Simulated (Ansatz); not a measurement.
# TcB (P-6m2): phonons and vibrational spectra

Task: relax TcB (P-6m2), then find its harmonic phonons.

Method: DFT PBEsol, scalar-relativistic, plane waves, PAW, in Ansatz 0.2.0.

## (1) The structure

The structure is hexagonal, space group P-6m2 (No. 187). Conventional cell: a = 2.880 Å, b = 2.880 Å, c = 2.946 Å, α = 90.00°, β = 90.00°, γ = 120.00°. Nearest to Tc lie 6 B at 2.22 Å. B has 6 Tc at 2.22 Å nearest. Farther neighbours are not listed.

## (2) Rough relaxation

A rough relaxation comes first, because large forces or stress need no tight tolerances yet.

input.yaml

```yaml
crystal:
  lattice:
    - [2.8803887095, 0.0, 0.0]
    - [-1.4401943547, 2.4944897952, 0.0]
    - [0.0, 0.0, 2.945552]
  atoms:
    - { symbol: Tc, position: [0.0, 0.0, 0.0] }
    - { symbol: B, position: [0.33333333, 0.66666667, 0.5] }
kpoints:
  mp_grid: { grid: [9, 9, 6] }
hamiltonian:
  xc: pbesol
scf:
  occupations: { method: gaussian, width: 0.1 }
output:
  forces: true
  stress: true
  eigenvalues: true
relax:
  adjacent_minimum: "off"
  f_tol: 0.05
  max_steps: 80
  cell: { stress_tol: 0.5 }
```

Started as:

```bash
> ansatz run input.yaml --threads 4 --pin off --max-ram 7168MiB --backend cpu --events-out ev --progress --plain --runs-dir out
```

Numbers of over 12 decimals in the logs are rounded to 6 here.

The program printed:

```text
The last accepted step is kept in <dir> (removed where the run ends without a failure and the disk answers)
Engine: ansatz 0.2.0, aarch64-unknown-linux-gnu
Pseudopotentials: kind: paw
Pseudopotential: Tc, paw, valence charge 15, recommended cutoff 500 eV (normal), Tc.paw.azcp
Pseudopotential: B, paw, valence charge 3, recommended cutoff 420 eV (normal), B.paw.azcp
Functional definition: PBEsol
  exchange = pbesol_x
[...]
F+E_penalty+E_count = -5491.00647584 eV   max|allowed force component| = 5.320e-17 eV/Å   (the final SCF, on the basis selected at the relaxed cell)
  cell:  # Å, volume = 20.5188 Å³
    - [2.853038, -2.859349290390041e-11, 0]
    - [-1.426519, 2.470803, -9.835977994382849e-19]
    - [0, -1.1614553288166386e-18, 2.910753]
  atoms:
    - { symbol: Tc, position: [-1.8503717008154228e-17, 1.8503717008154225e-17, 0] }
    - { symbol: B, position: [0.333333, 0.666667, 0.500000] }
[key lines of the parts left out:]
SCF converged after 7 iterations
Free energy (F): -5491.006476 eV
Fermi energy:    18.692673 eV
P = ⅓ Tr σ = -0.1438 GPa (-1.438 kbar)
```

Wall time 2.6 s (4 threads of Arm Neoverse V1, shared host); peak memory 0.31 GiB; 9 s of CPU time.

Step by step:

| step | energy less that of the first step (eV) | largest force component (eV/Å) | pressure (GPa) | volume (Å³) |
| --- | --- | --- | --- | --- |
| 1 | 0.0000 | 0.0000 | -9.63 | 21.16 |
| 2 | -0.0172 | 0.0000 | 3.21 | 20.30 |
| 3 | -0.0204 | 0.0000 | -0.13 | 20.52 |
| 4* | -0.0203 | 0.0000 | -0.14 | 20.52 |

Relaxation steps marked * repeat the geometry before them on a plane-wave basis chosen anew for their cell, so energy and pressure can jump there.

Forces are held to the 12 operations that the run works with; a distortion that breaks them can't arise in this run.

| conventional cell, symmetrised | before | after | change |
| --- | --- | --- | --- |
| a (Å) | 2.880 | 2.853 | -0.9 % |
| b (Å) | 2.880 | 2.853 | -0.9 % |
| c (Å) | 2.946 | 2.911 | -1.2 % |
| volume (Å³/atom) | 10.58 | 10.26 | -3.0 % |

The relaxed structure:

```xyz
2
Lattice="2.8530 0.0000 0.0000 -1.4265 2.4708 0.0000 0.0000 0.0000 2.9108" Properties=species:S:1:pos:R:3 pbc="T T T"
Tc    0.0000    0.0000    0.0000
B     0.0000    1.6472    1.4554
```

This step gave:

- pressure: -0.1438 GPa
- volume per atom: 10.26 Å³
- gap on the k-mesh: 0 eV

In this step the volume went from 10.58 to 10.26 Å³/atom.

## (3) Bringing the structure to rest

Harmonic phonons are second derivatives at a point where the forces vanish, and they are wanted at zero stress, so atoms and cell are relaxed first.

input.yaml

```yaml
crystal:
  lattice:
    - [2.8530377672, 0.0, 0.0]
    - [-1.4265188836, 2.4708031844, 0.0]
    - [0.0, 0.0, 2.9107529476]
  atoms:
    - { symbol: Tc, position: [0.0, 0.0, 0.0] }
    - { symbol: B, position: [0.3333333333, 0.6666666667, 0.5] }
kpoints:
  mp_grid: { grid: [15, 15, 14] }
hamiltonian:
  xc: pbesol
scf:
  occupations: { method: gaussian, width: 0.1 }
output:
  forces: true
  stress: true
  eigenvalues: true
  write_density: true
  write_potential: true
  elf: true
  volumetric_format: npy
relax:
  adjacent_minimum: "off"
  f_tol: 0.005
  max_steps: 80
  cell: { stress_tol: 0.05 }
```

The program printed:

```text
[...]
Crystal: 2 atoms, lattice volume = 20.519 Å³
Basis set: ecut = 500 eV, 527 PW (Γ), exchange–correlation on 48×48×48 points (8 copies of the dense FFT grid, shifted against one another)
Bands: 13, of which v1, the nominal top of the filled ones, is band 9 counted from 1 (8 counted from 0)
Symmetry: 12 space group operations
[...]
k-points: 216 of 3150 (time reversal used)
[...]
SCF iter   1: F=—  HF=-5491.585786 eV  |F-HF|=—  |Δ(HF+E_count)|=         —  Δρ=9.60e-2  dr2=2.45e0  ethr=3.10e-3  ⟨swp⟩=5.0  Hψ=13667  notcnv=0
[...]
SCF iter   7: F=-5490.995282 eV  HF=-5490.995282 eV  |F-HF|=2.04e-9  |Δ(HF+E_count)|=   7.18e-9  Δρ=5.57e-6  dr2=3.74e-9  ethr=4.89e-10  ⟨swp⟩=6.0  Hψ=16741  notcnv=0
SCF 1 converged in 7 iterations: F = -5490.995282 eV  dr2 = 3.74e-9
[...]
relax step   1: F+E_penalty+E_count = -5490.99528157 eV  Δ(F+E_penalty+E_count) = +0.000e0 eV  max|allowed force component| = 2.082e-17 eV/Å  Δτ_max = 0.0000 Å  P = +0.013 GPa  Ω = 20.519 Å³  (7 SCF iters, dr2 threshold 1.00e-7 eV, accepted)
Crystal: 2 atoms, lattice volume = 20.490 Å³
[...]
SCF iter   6: F=-5490.995359 eV  HF=-5490.995359 eV  |F-HF|=1.82e-12  |Δ(HF+E_count)|=  5.64e-11  Δρ=3.04e-7  dr2=3.91e-12  ethr=1.00e-12  ⟨swp⟩=4.0  Hψ=13244  notcnv=0
SCF 2 converged in 6 iterations: F = -5490.995359 eV  dr2 = 3.91e-12
relax step   2: F+E_penalty+E_count = -5490.99535946 eV  Δ(F+E_penalty+E_count) = -7.790e-5 eV  max|allowed force component| = 1.180e-16 eV/Å  Δτ_max = 0.0000 Å  P = +0.288 GPa  Ω = 20.490 Å³  energy of the carried Pulay correction = +2.741e-6 eV  (6 SCF iters, dr2 threshold 2.00e-7 eV, accepted)
Crystal: 2 atoms, lattice volume = 20.514 Å³
[...]
SCF iter   6: F=-5490.995520 eV  HF=-5490.995520 eV  |F-HF|=2.73e-12  |Δ(HF+E_count)|=  4.55e-12  Δρ=8.21e-8  dr2=3.06e-13  ethr=1.00e-12  ⟨swp⟩=4.2  Hψ=11641  notcnv=0
SCF 3 converged in 6 iterations: F = -5490.995520 eV  dr2 = 3.06e-13
relax step   3: F+E_penalty+E_count = -5490.99551962 eV  Δ(F+E_penalty+E_count) = -1.602e-4 eV  max|allowed force component| = 1.527e-16 eV/Å  Δτ_max = 0.0000 Å  P = -0.016 GPa  Ω = 20.514 Å³  energy of the carried Pulay correction = +4.665e-7 eV  (6 SCF iters, dr2 threshold 2.00e-7 eV, accepted)
[...]
SCF iter   7: F=-5490.995520 eV  HF=-5490.995520 eV  |F-HF|=2.73e-12  |Δ(HF+E_count)|=    0.00e0  Δρ=1.49e-10  dr2=4.03e-18  ethr=1.00e-12  ⟨swp⟩=2.0  Hψ=7273  notcnv=0
SCF 4 converged in 7 iterations: F = -5490.995520 eV  dr2 = 4.03e-18
relax step   4: F+E_penalty+E_count = -5490.99551963 eV  Δ(F+E_penalty+E_count) = -1.299e-8 eV  max|allowed force component| = 1.920e-16 eV/Å  Δτ_max = 0.0000 Å  P = -0.016 GPa  Ω = 20.514 Å³  stress off target by 1.68e-2 GPa  SCF on the basis re-selected at this cell (its energy is not comparable with the rows above)  (7 SCF iters)
basis re-selected at this cell: Δ(F+E_penalty+E_count) = -1.299e-8 eV, ΔP = +0.000 GPa vs the last step (what re-selecting the basis moved, of the pressure what is left beyond the Pulay correction that the steps carried, after the strain that the cell walked since its last selection, with what the two solves' SCF thresholds leave and, on support functions, any second-order correction that the steps lacked; it is no m [...]
SCF converged after 7 iterations
Free energy (F): -5490.995520 eV
[...]
Internal energy: -5490.991622 eV  (E = F + TS)
E sigma→0 (E₀):  -5490.993571 eV
Entropy (-TS):   -0.003897 eV (-1.949 meV/atom)
Fermi energy:    18.669355 eV
[...]
--- Stress (GPa, compression-positive) ---
       -0.016846       0.000000      -0.000000
        0.000000      -0.016846      -0.000000
       -0.000000      -0.000000      -0.014954
  P = ⅓ Tr σ = -0.0162 GPa (-0.162 kbar)
--- Band table (eV; the first three rows and the last of 216) ---
  k-point 0: bands = [... 5 lower, 14.5266, 16.1389, 16.1389, 20.0152, 20.0152, 21.1146, 26.4893, 26.4893]
  k-point 1: bands = [... 5 lower, 14.5268, 16.1792, 16.1792, 19.8642, 19.8642, 21.0119, 26.5345, 26.5345]
  k-point 2: bands = [... 5 lower, 14.4979, 16.2959, 16.2959, 19.4751, 19.4751, 20.7744, 26.5790, 26.5790]
  k-point 215: bands = [... 5 lower, 12.6996, 14.4924, 17.4619, 18.9570, 21.0128, 25.3691, 26.2271, 27.5301]
--- Relaxed structure (3 steps of the walk, 3 accepted, 1 SCFs on fresh bases) ---
[...]
cell:  # Å, volume = 20.5139 Å³
    - [2.849289, 0.0, 0.0]
    - [-1.424644, 2.467556, 0.0]
    - [0.0, 0.0, 2.917723]
  atoms:
    - { symbol: Tc, position: [0, -3.700743415524894e-17, 0.0] }
    - { symbol: B, position: [0.333333, 0.666667, 0.5] }
```

It took 10 s on 4 threads; peak memory 0.42 GiB; 38 s of CPU time.

The steps of the relaxation:

| step | energy less that of the first step (eV) | largest force component (eV/Å) | pressure (GPa) | volume (Å³) |
| --- | --- | --- | --- | --- |
| 1 | 0.0000 | 0.0000 | 0.01 | 20.52 |
| 2 | -0.0001 | 0.0000 | 0.29 | 20.49 |
| 3 | -0.0002 | 0.0000 | -0.02 | 20.51 |
| 4* | -0.0002 | 0.0000 | -0.02 | 20.51 |

Relaxation steps marked * repeat the geometry before them on a plane-wave basis chosen anew for their cell, so energy and pressure can jump there.

The run keeps the 12 symmetry operations that it works with, so distortions that break them were not tested.

| conventional cell, symmetrised | before | after | change |
| --- | --- | --- | --- |
| a (Å) | 2.853 | 2.849 | -0.1 % |
| b (Å) | 2.853 | 2.849 | -0.1 % |
| c (Å) | 2.911 | 2.918 | +0.2 % |
| volume (Å³/atom) | 10.26 | 10.26 | -0.0 % |

The relaxed structure:

```
Tc B
1.0
     2.84929    0.00000    0.00000
    -1.42464    2.46756    0.00000
     0.00000    0.00000    2.91772
Tc B
1 1
Direct
  0.00000 0.00000 0.00000
  0.33333 0.66667 0.50000
```

Numbers from this step:

* pressure: -0.01622 GPa

Electrostatic potential energy in the ac plane at fractional y = 0.667, with atoms of B within 0.2 Å of it. With pseudopotentials it is smooth inside the atoms' cores, unlike the true potential.

Ten even steps from '_' (-39 eV) to '@' (20 eV):
```
##%%@@@@@@@@@@@@@@%%##**++++**
%%%%@@@@@@@@@@@@@@%%%%########
%%@@@@@@@@@@@@@@@@@@%%%%%%%%%%
@@@@@@%%######%%@@@@@@@@@@@@@@
@@@@%%**==--==**%%@@@@@@@@@@@@
@@%%**--______--**%%@@@@@@@@@@
@@%%++..______..++%%@@@@@@@@@@
@@%%++..______..++%%@@@@@@@@@@
@@%%**--______--**%%@@@@@@@@@@
@@@@%%**==--==**%%@@@@@@@@@@@@
@@@@@@%%######%%@@@@@@@@@@@@@@
%%@@@@@@@@@@@@@@@@@@%%%%%%%%%%
%%%%@@@@@@@@@@@@@@%%%%########
##%%@@@@@@@@@@@@@@%%##**++++**
##%%@@@@@@@@@@@@@@%%##**++++**
```
Columns run along a (2.8 Å; values clipped at the 3rd and 97th percentile), rows up along c (2.9 Å). Atoms in or near the plane, at fractional coordinates: B at (0.33, 0.50).

Valence density in the ac plane at fractional y = 0.667, with atoms of B within 0.2 Å of it. It is the smooth field of the valence electrons, not physical close to the nuclei.

Ten even steps from '0' (0.3 e/Å³) to '9' (1.5 e/Å³):
```
421000001246886
321111111134554
211122211122222
112233322111111
112333332110000
113332333210000
123310133210000
123310133210000
113332333210000
112333332110000
112233322111111
211122211122222
321111111134554
421000001246886
421000001247997
```
Columns run along a (2.8 Å), rows up along c (2.9 Å). Atoms in or near the plane, at fractional coordinates: B at (0.33, 0.50).

ELF in the ac plane at fractional y = 0.667, with atoms of B within 0.2 Å of it. It is the smooth field of the valence electrons, not physical close to the nuclei.

Ten even steps from '_' (0.01) to '@' (0.68):
```
------==++++++==------++****++
----==**######**==----==++++==
--==**%%@@@@@@%%**==----------
==**@@@@@@@@@@@@@@**==--::::--
**%%@@@@##**##@@@@%%**==::::==
##@@%%++::..::++%%@@##++----++
%%@@##::______::##@@%%**====**
%%@@##::______::##@@%%**====**
##@@%%++::..::++%%@@##++----++
**%%@@@@##**##@@@@%%**==::::==
==**@@@@@@@@@@@@@@**==--::::--
--==**%%@@@@@@%%**==----------
----==**######**==----==++++==
------==++++++==------++****++
==::::--======--::::==++####**
```
Columns run along a (2.8 Å), rows up along c (2.9 Å). Atoms in or near the plane, at fractional coordinates: B at (0.33, 0.50).

In this step the volume went from 10.26 to 10.26 Å³/atom.

## (4) Tight relaxation

Phonons need a cell at rest on their own settings, so the relaxation is repeated with tight tolerances on forces and stress on the k mesh and occupations of the first response run.

input.yaml

```yaml
crystal:
  lattice:
    - [2.8492886016, 0.0, 0.0]
    - [-1.4246443008, 2.4675563117, 0.0]
    - [0.0, 0.0, 2.9177234415]
  atoms:
    - { symbol: Tc, position: [0.0, 0.0, 0.0] }
    - { symbol: B, position: [0.3333333333, 0.6666666667, 0.5] }
kpoints:
  mp_grid: { grid: [15, 15, 16] }
hamiltonian:
  xc: pbesol
scf:
  occupations: { method: methfessel_paxton, width: 0.15 }
output:
  forces: true
  stress: true
  eigenvalues: true
relax:
  adjacent_minimum: "off"
  f_tol: 0.001
  max_steps: 60
  cell: { stress_tol: 0.01 }
```

The program printed:

```text
[...]
Crystal: 2 atoms, lattice volume = 20.514 Å³
Basis set: ecut = 500 eV, 527 PW (Γ), exchange–correlation on 48×48×48 points (8 copies of the dense FFT grid, shifted against one another)
Bands: 13, of which v1, the nominal top of the filled ones, is band 9 counted from 1 (8 counted from 0)
Symmetry: 12 space group operations
[...]
k-points: 243 of 3600 (time reversal used)
[...]
k-point 242: bands = [... 5 lower, 12.7037, 14.4947, 17.4629, 18.9621, 21.0169, 25.3739, 26.2335, 27.5343]
--- Relaxed structure (3 steps of the walk, 3 accepted, 1 SCFs on fresh bases) ---
[...]
cell:  # Å, volume = 20.5103 Å³
    - [2.848848, 0, 0]
    - [-1.424424, 2.467175, 0]
    - [0, 0, 2.918111]
  atoms:
    - { symbol: Tc, position: [0, -3.7007434155248937e-17, 0] }
    - { symbol: B, position: [0.333333, 0.666667, 0.5] }
[key lines of the parts left out:]
SCF converged after 3 iterations
Free energy (F): -5490.993989 eV
Fermi energy:    18.661803 eV
P = ⅓ Tr σ = -0.0013 GPa (-0.013 kbar)
```

Run time: 10 s. Hardware: 4 threads; peak memory 0.42 GiB; 38 s of CPU time.

Little changed from the start: no atom moved by 0.005 Å and no cell edge by 0.1 %.

This step gave:

| Quantity | Value |
| --- | --- |
| pressure | -0.001340 GPa |

The forces vanish by symmetry and the pressure is -0.001 GPa, within the tolerances set. The cell now holds 10.26 Å³/atom.

## (5) Zone-centre response

The zone centre comes first: it holds the modes that light can see, as far as symmetry allows. No field response is asked, since the mesh shows no gap.

input.yaml, the sections that differ from step 4:

```yaml
crystal:
  lattice:
    - [2.8488483565, 0.0, 0.0]
    - [-1.4244241782, 2.4671750482, 0.0]
    - [0.0, 0.0, 2.9181113937]
  atoms:
    - { symbol: Tc, position: [0.0, 0.0, 0.0] }
    - { symbol: B, position: [0.3333333333, 0.6666666667, 0.5] }
output:
  eigenvalues: true
phonons:
  method: dfpt
# kpoints, hamiltonian, scf: as in step 4
# relax: removed
```

The program printed:

```text
zone centre: on kpoints.mp_grid the ground state, and the responses unless they are solved on pairs of k-points, stand on 576 of the mesh's 3600 k-points, reduced under 4 symmetry operations, with k and −k counted as one. Each operation leaves every solved displacement unchanged or reverses it
[...]
Crystal: 2 atoms, lattice volume = 20.510 Å³
Basis set: ecut = 500 eV, 527 PW (Γ), exchange–correlation on 48×48×48 points (8 copies of the dense FFT grid, shifted against one another)
Bands: 13, of which v1, the nominal top of the filled ones, is band 9 counted from 1 (8 counted from 0)
Symmetry: 12 space group operations
k-points: 576 of 3600 (irreducible under 4 space group operations, time reversal used)
[...]
SCF iter   1: F=—  HF=-5491.578805 eV  |F-HF|=—  |Δ(HF+E_count)|=         —  Δρ=9.56e-2  dr2=2.42e0  ethr=3.10e-3  ⟨swp⟩=5.0  Hψ=36311  notcnv=0
[...]
SCF iter   9: F=-5490.993989 eV  HF=-5490.993989 eV  |F-HF|=2.73e-12  |Δ(HF+E_count)|=  1.82e-11  S|Δr|=    0.00e0  Δρ=1.31e-7  dr2=1.90e-12  ethr=1.00e-12  ⟨swp⟩=5.9  Hψ=30543  notcnv=0
SCF 1 converged in 9 iterations: F = -5490.993989 eV  dr2 = 1.90e-12
[...]
DFPT response loops at Γ: preconditioner auto → Kerker (q_TF=auto, 2.670 Å⁻¹) (partly filled bands, converged f_vac=0.000); β = 1.00, the filter's whole step (`scf.mixing.beta` (0.50) is not read by the response loops under this deck's `scf.mixing.preconditioner`; to damp them name `kerker` or `kerker_dos`, under which they read `scf.mixing.beta`, and type it under 1.00, their step now; both keys bind the ground state too); Broyden in place of MSR1
SCF converged after 9 iterations
[...]
Free energy (F): -5490.993989 eV
[...]
Internal energy: -5490.994795 eV  (E = F + TS)
E sigma→0 (E₀):  -5490.994191 eV
Entropy (-TS):   0.000806 eV (0.403 meV/atom)
Fermi energy:    18.661803 eV
[...]
--- Band table (eV; the first three rows and the last of 576) ---
  k-point 0: bands = [... 5 lower, 14.5297, 16.1420, 16.1420, 20.0198, 20.0198, 21.1153, 26.4954, 26.4954]
  k-point 1: bands = [... 5 lower, 14.5303, 16.1729, 16.1729, 19.9032, 19.9032, 21.0356, 26.5316, 26.5316]
  k-point 2: bands = [... 5 lower, 14.5144, 16.2630, 16.2630, 19.5928, 19.5928, 20.8393, 26.5831, 26.5831]
  k-point 575: bands = [... 5 lower, 14.0988, 14.2381, 17.0736, 18.3099, 21.2647, 22.4198, 25.8909, 28.1029]
--- Phonons (Γ-DFPT): 4 representative perturbations + reference, on 576 of 3600 k-points (Σ response iterations 12) ---
  k mesh reduced under 4 symmetry operations, with k and −k counted as one. Each operation leaves every solved displacement unchanged or reverses it
  ASR residual: 3.341e-4 → 0.000e0 eV/Å²; symmetrization residual: 5.426e-7 eV/Å²
  ASR residual per site (eV/Å²): 3.34e-4 1.44e-5
  Γ frequencies (cm⁻¹): 0.00 0.00 0.00 542.57 542.57 604.93
  non-analytic LO–TO correction: not included (Born effective charges unavailable; polar crystals: no LO–TO splitting at Γ)
```

The job ended after 25 s (4 threads; peak memory 0.85 GiB; 93 s of CPU time).

The column dr2 measures how far the density is from self-consistency, as an energy; F and HF (Harris–Foulkes) agree once it is small.

This step gave:

| Quantity | Value |
| --- | --- |
| sum-rule residual before enforcement | 3.34e-4 eV/Å² |
| point group | -6m2 |
| highest optical mode at the zone centre (no LO-TO term) | 604.9 cm⁻¹ |
| lowest optical zone-centre mode | 542.6 cm⁻¹ |

Patterns of degenerate modes are one choice out of their space. The modes at Γ (shares of kinetic energy by element, %):

| mode | frequency (cm⁻¹) | symmetry | Tc % | B % |
| --- | --- | --- | --- | --- |
| 1 | 0.0 | acoustic | 90 | 10 |
| 2 | 0.0 | acoustic | 90 | 10 |
| 3 | 0.0 | acoustic | 90 | 10 |
| 4 | 542.6 | E' | 10 | 90 |
| 5 | 542.6 | E' | 10 | 90 |
| 6 | 604.9 | A2'' | 10 | 90 |

Displacements in mode 5 (542.6 cm⁻¹), the largest set to 1:
```
Tc1  0.05 -0.11  0.00
B2  -0.49  1.00  0.00
```

Displacements in mode 6 (604.9 cm⁻¹), the largest set to 1:
```
Tc1  0.00  0.00 -0.11
B2   0.00  0.00  1.00
```

Before it was imposed, the acoustic sum rule was missed by 3.3e-4 eV/Å². Small misses are needed for a sound result but don't prove that mesh and cutoff are converged. The lowest optical mode is real, 543 cm⁻¹.

[end of part 1 of 2]

[Logs are printed without paths, hosts, clocks, repeated set-up lines and the standing remarks that a program may print on its own settings, such as how far it seeks lower states.]

[Hosts, paths, dates, database ids (printed as entryN), source tags and the programs' standing remarks are cut or masked in the printed files.]
